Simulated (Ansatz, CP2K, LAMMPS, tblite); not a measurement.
## Codes compared on amorphous polyacrylonitrile (as short chains C14N4H18) at 480 K (108 atoms)

How near do other programs and methods come to a plane-wave reference for amorphous polyacrylonitrile (as short chains C14N4H18) at 480 K (108 atoms)? A plane-wave run serves as the reference.

Calculated with Ansatz 0.2.0; Kohn-Sham DFT, PBE, PAW, plane waves.

## Step 1: Starting point

The cell holds 108 atoms: 42 C, 12 N and 54 H. Cell: a = 10.691 Å, b = 10.691 Å, c = 10.691 Å, α = 90.0°, β = 90.0°, γ = 90.0°. 3 polyacrylonitrile chains of 4 units with methyl end groups placed at random, at 0.988 g/cm³; overlaps pushed apart, then 20 ps at 800 K with MMFF94 bonds, angles, torsions, charges and radii (Halgren, J. Comput. Chem. 17, 490 (1996)) in harmonic and 12-6 forms. Snapshot after 30 ps at 480 K and fixed volume.

## Step 2: Plane-wave reference

The PAW files are the set soft_2.

Input file input.yaml:

```yaml
crystal:
  lattice:
    - [10.69066, 0.0, 0.0]
    - [0.0, 10.69066, 0.0]
    - [0.0, 0.0, 10.69066]
  atoms:
    - { symbol: C, position: [0.42071, 0.43564, 0.25268] }
    - { symbol: C, position: [0.35343, 0.32161, 0.29984] }
    - { symbol: C, position: [0.43922, 0.24355, 0.38762] }
    - { symbol: C, position: [0.53574, 0.17829, 0.30693] }
    [... 98 atom lines left out ...]
    - { symbol: H, position: [0.21053, 0.7622, 0.02198] }
    - { symbol: H, position: [0.26826, 0.82963, 0.90498] }
    - { symbol: H, position: [0.45138, 0.92959, 0.00764] }
    - { symbol: H, position: [0.52822, 0.7531, 0.14029] }
    - { symbol: H, position: [0.40509, 0.75985, 0.22916] }
    - { symbol: H, position: [0.50288, 0.89241, 0.22294] }
kpoints:
  mp_grid: { grid: [1, 1, 1] }
hamiltonian:
  xc: pbe
scf:
  occupations: { method: fermi_dirac, width: 0.05 }
output:
  forces: true
  eigenvalues: true
  populations: true
  stress: true
```

Run with:

```
ansatz run input.yaml --threads 4 --pin off --max-ram 8192MiB --backend cpu --events-out ev --progress --plain --runs-dir out
```

The log of the run:

```text
[...]
Pseudopotentials: kind: paw
Pseudopotential: C, paw, valence charge 4, recommended cutoff 420 eV (normal), C.paw.azcp
Pseudopotential: N, paw, valence charge 5, recommended cutoff 420 eV (normal), N.paw.azcp
Pseudopotential: H, paw, valence charge 1, recommended cutoff 420 eV (normal), H.paw.azcp
[... 5 lines on functional and potentials left out ...]
Crystal: 108 atoms, lattice volume = 1221.838 Å³
Basis set: ecut = 420 eV, 23847 PW (Γ), exchange–correlation on 144×144×144 points (8 copies of the dense FFT grid, shifted against one another)
Bands: 249, of which v1, the nominal top of the filled ones, is band 141 counted from 1 (140 counted from 0)
Symmetry: 1 space group operations
Space group: P1 (ITA 1), of the structure as read, at distance tolerance 1.1e-4 Å
k-points: 1
[... 7 lines on functional and potentials left out ...]
Initial density: superposition of atomic densities (neutral atoms: chi_scale 0, normalization atom), corrected by the library's trained network
Initial wavefunctions: pseudopotential atomic-orbital guess
[...]
SCF iter   1: F=—  HF=-15998.860518 eV  |F-HF|=—  |Δ(HF+E_count)|=         —  Δρ=4.53e-3  dr2=3.57e-1  ethr=1.77e-3  ⟨swp⟩=6.0  Hψ=1148  notcnv=0  defer=39
preconditioner: auto → Resta (q_TF=auto, 2.137 Å⁻¹)  ε∞=2.4  [insulator: Δε(μ)=5.567 eV  Ē_g=14.895 eV  σ=0.050 eV  W_gap=1.00  n_scr=202 (ndim 8)  ℏωp=17.8 eV  f_vac=0.246  D(μ)=0.00/eV (n_scr^D=0)  ε∞_Penn≈2.4]
[...]
SCF iter   9: F=—  HF=-15998.851832 eV  |F-HF|=—  |Δ(HF+E_count)|=   6.36e-7  Δρ=8.26e-6  dr2=1.03e-6  ethr=5.62e-10  ⟨swp⟩=2.0  Hψ=288  notcnv=0  defer=102
SCF iter  10: F=-15998.851831 eV  HF=-15998.851832 eV  |F-HF|=6.08e-8  |Δ(HF+E_count)|=   2.71e-7  Δρ=1.93e-6  dr2=5.91e-8  ethr=3.55e-11  ⟨swp⟩=14.0  Hψ=1606  notcnv=0
SCF 1 converged in 10 iterations: F = -15998.851831 eV  dr2 = 5.91e-8
[...]
SCF converged after 10 iterations
Free energy (F): -15998.851831 eV
Harris-Foulkes:  -15998.851832 eV  (|F-HF|=6.08e-8)
Internal energy: -15998.851831 eV  (E = F + TS)
E sigma→0 (E₀):  -15998.851831 eV
Fermi energy:    0.497391 eV
--- Per-component energies (eV) ---
[...]
Σ components = -15998.851831   (vs F -15998.851831, Δ=0.00e0)
--- Forces (eV/Å), atoms counted from 1 ---
  atom   1  C      0.75413538    -0.43566248    -1.95768191
  atom   2  C      1.53129983     0.53803923     0.17153758
  atom   3  C     -0.08539308    -0.50468460     1.59234090
  atom   4  C     -2.66388457     1.28536252     1.81822430
[...]
atom 108  H     -0.17222553    -0.41072219    -0.23348525
  max |Σ_I F_I| component: 3.77e-4 eV/Å
--- Stress (GPa, compression-positive) ---
        1.833912       0.062220       0.852010
        0.062220       3.155785       0.858101
        0.852010       0.858101       2.388892
  P = ⅓ Tr σ = 2.4595 GPa (24.595 kbar)
--- Band table (eV) ---
  k-point 0: bands = ["-18.1485", "-18.1070", "-18.0485", "-17.9950", [... 233 levels ...], "9.9001", "9.9532", "9.9935", "10.0339", "10.1237", "10.1571", "10.1651", "10.2593", "10.2751", "10.3012", "10.3785", "10.4909"]
--- Löwdin populations: 108 sites ---
  site symbol       q [e]
     0      C      4.4314
     1      C      4.2481
     2      C      4.1165
[...]
107      H      0.7962
  spilling = 0.012680 (of n_electrons = 282.000000)
```

Run time: 8.7 s. Hardware: 4 threads of Arm Neoverse V2, shared host; peak memory 1.2 GiB; 33 s of CPU time.

In the SCF lines HF is the Harris–Foulkes energy and dr2 the Hartree energy of the density residual, in eV; the loop may stop once dr2 is under the threshold and the program's other checks hold. Hψ counts applications of the Hamiltonian.

Numbers from this run:

```
free energy                                      : -15998.8518 eV
free energy per atom                             : -148.1375 eV/atom
SCF cycles                                       : 10
pressure                                         : 2.46 GPa
r.m.s. force component                           : 1.068 eV/Å
longest force                                    : 4.372 eV/Å
Fermi energy                                     : 0.4974 eV
gap (highest filled to lowest empty level) : 5.49 eV
spilling of the projection                       : 0.01268
```

Neighbours are counted within 1.34 Å (H-C), 1.85 Å (C-C), 1.62 Å (C-N).

Length of the force by element and coordination:

```
element  coordination  atoms  mean length of the force (eV/Å)  spread  least  most
      C           all     42                             2.16   0.912  0.181  4.37
      C             2     12                             2.35    1.07   1.05  4.36
      C             4     30                             2.09   0.830  0.181  4.37
      H           all     54                             1.19   0.510  0.327  2.48
      N           all     12                             1.72    1.04  0.434  3.50
```

Löwdin charges by element and coordination (they lack the spilled electrons, 0.033 e an atom on average):

```
element  coordination  atoms  mean charge (e)  spread   least    most
      C           all     42           -0.117   0.223  -0.462   0.222
      C             2     12            0.196  0.0164   0.167   0.222
      C             4     30           -0.242   0.120  -0.462  -0.108
      H           all     54            0.202  0.0189   0.150   0.242
      N           all     12           -0.202  0.0126  -0.219  -0.180
```

The levels nearest the highest filled one (over half full), pooled over k-points and spins:

```
level less the highest filled one (eV)  occupation
                                -0.332           2
                                -0.274           2
                                -0.203           2
                                -0.157           2
                               -0.0823           2
                                     0           2
                                  5.49           0
                                  5.88           0
                                  5.99           0
                                  6.07           0
                                  6.16           0
                                  6.17           0
```

## Step 3: The other programs

The programs:
- CP2K 2026.2: Gaussian basis with GTH pseudopotentials and a plane-wave density; labels give functional, basis (MOLOPT sets; SR short-range, UZH the newer set with its own potentials), grid cutoff/relative cutoff and solver (OT: orbital transformation; TRS4, TC2, SIGN: linear-scaling purification with its sparsity filter), or its built-in tight binding.
- tblite 0.8.0: extended tight binding, driven from Python.

All use the same cell and atoms; the electronic-structure runs use the same k-mesh, and an electronic temperature of 580 K (0.05 eV) where levels are smeared.

Differences are against the plane-wave reference, forces as r.m.s. over components; share is that over the reference's r.m.s. force, slope the least-squares factor from reference forces to these. Total energies of different programs have different zeros and aren't compared.

```
                                                                      run  Δ force, r.m.s. (meV/Å)  share (%)  slope  Δ pressure (GPa)  Δ gap (eV)  cores  CPU time  memory (GiB)
                                                                reference                        -          -      -                 -           -      4      33 s           1.2
                                                   CP2K GFN1-xTB, OT DIIS                      437       40.9  0.867             -3.05           -      1     3.4 s          0.33
                        CP2K PBE+D3(BJ), DZVP-MOLOPT-SR, 600/50 Ry, OT CG                      186       17.4  1.073            -0.264       0.141      4    11 min           2.7
                      CP2K PBE, DZVP-MOLOPT-SR, 300/50 Ry, OT CG (coarse)                      187       17.5  1.075             0.542       0.141      2   9.6 min          0.87
                               CP2K PBE, DZVP-MOLOPT-SR, 600/50 Ry, OT CG                      186       17.4  1.074             0.540       0.141      4    10 min           2.6
                     CP2K PBE, DZVP-MOLOPT-SR, 600/50 Ry, diagonalisation                      186       17.4  1.074             0.540       0.141      2   4.5 min           3.0
                       CP2K PBE, SZV-MOLOPT-SR, 600/50 Ry, OT CG (coarse)                     2031        190  1.792              5.88        1.12      2   5.9 min           1.6
CP2K PBE, SZV-MOLOPT-SR, 600/50 Ry, TRS4 filter 1e-03, SCF 1e-04 (coarse)                     2537        238  1.952              2.10           -      1      48 s           1.5
CP2K PBE, SZV-MOLOPT-SR, 600/50 Ry, TRS4 filter 1e-04, SCF 1e-05 (coarse)                     2037        191  1.763              7.39           -      1   2.3 min           1.5
            CP2K PBEsol, PBE potentials, DZVP-MOLOPT-SR, 600/50 Ry, OT CG                      302       28.2  1.112             0.412      0.0729      4    11 min           2.6
                                                          tblite GFN2-xTB                      541       50.7  0.838             -3.72           -      1     5.9 s          0.16
```

Rows marked coarse were listed beforehand as settings not expected to be converged; some can still land near the reference.

CPU time is summed over cores on a shared host, where runs went side by side, so it is rough. Symmetry, cutoffs, thresholds, outputs and thread counts weren't matched or tuned between programs; memory under MPI is the largest rank's times the ranks.

Runs without a result: CP2K PBE, SZV-MOLOPT-SR, 600/50 Ry, TRS4 filter 1e-06, SCF 1e-06 (not converged, the SCF not settling).

Mean charges by element (e), by run and scheme:

```
                                                          run     scheme      C      N      H
                                                    reference     Löwdin  -0.12  -0.20  +0.20
                                       CP2K GFN1-xTB, OT DIIS   Mulliken  +0.03  -0.31  +0.05
            CP2K PBE+D3(BJ), DZVP-MOLOPT-SR, 600/50 Ry, OT CG   Mulliken   0.00  -0.41  +0.09
            CP2K PBE+D3(BJ), DZVP-MOLOPT-SR, 600/50 Ry, OT CG  Hirshfeld  -0.01  -0.18  +0.05
                   CP2K PBE, DZVP-MOLOPT-SR, 600/50 Ry, OT CG   Mulliken   0.00  -0.41  +0.09
                   CP2K PBE, DZVP-MOLOPT-SR, 600/50 Ry, OT CG  Hirshfeld  -0.01  -0.18  +0.05
         CP2K PBE, DZVP-MOLOPT-SR, 600/50 Ry, diagonalisation   Mulliken   0.00  -0.41  +0.09
         CP2K PBE, DZVP-MOLOPT-SR, 600/50 Ry, diagonalisation  Hirshfeld  -0.01  -0.18  +0.05
CP2K PBEsol, PBE potentials, DZVP-MOLOPT-SR, 600/50 Ry, OT CG   Mulliken  -0.01  -0.42  +0.10
CP2K PBEsol, PBE potentials, DZVP-MOLOPT-SR, 600/50 Ry, OT CG  Hirshfeld  -0.01  -0.18  +0.05
                                              tblite GFN2-xTB   Mulliken   0.00  -0.25  +0.05
```

The reference's Löwdin charges lack the electrons that the projection spills, 0.033 e an atom on average.

Within one program, basis, potentials and functional, energies share a zero. Each run against its twin at the usual cutoff or grid and solver:

```
                                                             run                              twin  Δ energy (meV/atom)  Δ force, r.m.s. (meV/Å)         CPU time over the twin's
                      CP2K PBE, DZVP-MOLOPT-SR, 300/50 Ry, OT CG  DZVP-MOLOPT-SR, 600/50 Ry, OT CG              -0.0571                     16.2  0.92 (this twin ran on 4 cores)
            CP2K PBE, DZVP-MOLOPT-SR, 600/50 Ry, diagonalisation  DZVP-MOLOPT-SR, 600/50 Ry, OT CG                    0                    0.074  0.43 (this twin ran on 4 cores)
CP2K PBE, SZV-MOLOPT-SR, 600/50 Ry, TRS4 filter 1e-03, SCF 1e-04   SZV-MOLOPT-SR, 600/50 Ry, OT CG                  154                      951  0.14 (this twin ran on 2 cores)
CP2K PBE, SZV-MOLOPT-SR, 600/50 Ry, TRS4 filter 1e-04, SCF 1e-05   SZV-MOLOPT-SR, 600/50 Ry, OT CG                 39.0                      487  0.39 (this twin ran on 2 cores)
```

## Step 4: What came out

| Property | Result |
| --- | --- |
| reference r.m.s. force component | 1.07 eV/Å |
| nearest in forces | a tie at 17 % of 4 runs: CP2K PBE+D3(BJ), DZVP-MOLOPT-SR, 600/50 Ry, OT CG; CP2K PBE, DZVP-MOLOPT-SR, 300/50 Ry, OT CG (coarse); CP2K PBE, DZVP-MOLOPT-SR, 600/50 Ry, OT CG; others |
| farthest in forces | CP2K PBE, SZV-MOLOPT-SR, 600/50 Ry, TRS4 filter 1e-03, SCF 1e-04 (coarse), 238 % |
| cheapest electronic-structure run beside the reference | CP2K GFN1-xTB, OT DIIS, 3.4 s of CPU time |

**Reading.** The PBE runs in local orbitals, coarse settings apart, differ by 17 % in each run; basis, grid and potentials can all enter. Tight binding differs by 41 % (CP2K GFN1-xTB, OT DIIS) to 51 % (tblite GFN2-xTB); it is another model, with fitted parameters of its own, and the xTB methods hold dispersion. Rows with another functional or a dispersion term differ by 17 % (CP2K PBE+D3(BJ), DZVP-MOLOPT-SR, 600/50 Ry, OT CG) to 28 % (CP2K PBEsol, PBE potentials, DZVP-MOLOPT-SR, 600/50 Ry, OT CG), which mixes the change of model with differences of basis and potentials, some of them made for another functional. Runs with settings chosen to be coarse differ by 17 % (CP2K PBE, DZVP-MOLOPT-SR, 300/50 Ry, OT CG) to 238 % (CP2K PBE, SZV-MOLOPT-SR, 600/50 Ry, TRS4 filter 1e-03, SCF 1e-04), their programs' other errors included. Of the electronic-structure runs that take under half the reference's CPU time, CP2K GFN1-xTB, OT DIIS comes nearest, at 41 % in 3.4 s against 33 s; its pressure misses by -3.1 GPa. At the same functional, gaps differ from the reference's 5.49 eV by between +0.14 and +1.12 eV. A likely cause of the wide gaps: compact atomic orbitals describe empty levels worse than filled ones. In pressure, CP2K PBE, SZV-MOLOPT-SR, 600/50 Ry, TRS4 filter 1e-04, SCF 1e-05 misses by +7.4 GPa, at the same functional. Charges hang on model, scheme and program or settings: among these rows the mean for N runs from -0.42 to -0.18 e. With TRS4, tightening the sparsity filter from 1e-03 to 1e-04, and the SCF threshold with it, takes the force difference from the cubic solver from 951 to 487 meV/Å, and the CPU time from 0.14 to 0.39 times the cubic solver's. In the reference: filled and empty levels are parted by 5.49 eV (at Γ alone); a semilocal functional tends to put such gaps too low. In a disordered cell it changes from sample to sample, and tail or defect levels can set it. In the reference: mean Löwdin charges: C -0.12, H +0.20, N -0.20 e (they miss 1.3 % of the electrons, so they add up to more than the cell's charge). Periodic xTB results under one method name differ between programs and library versions. The network of contacts between molecules at the start is that of the classical potential that made the cell, and needn't be the one that DFT or experiment would give. The reference's PBE has no dispersion term, which matters for the binding between molecules or layers. The density was typed from a rule of thumb and may lie off the real one at this temperature. The electronic-structure runs sample only Γ, in a cell whose shortest periodic width is 11 Å.

[Also dropped from logs without a mark: logging warnings of Python, and SIESTA's first energy breakdown and zero terms.]

[Logs are printed without paths, hosts, clocks, repeated set-up lines and the standing remarks that a program may print on its own settings, such as how far it seeks lower states.]

[Hosts, paths, dates, database ids (printed as entryN), source tags and the programs' standing remarks are cut or masked in the printed files.]

[The MMFF94 radii named for the starting cell were scaled by 0.96; in molecules described by MMFF94, hydrogen bound to N, O or S took a small fixed 12-6 site in their place.]
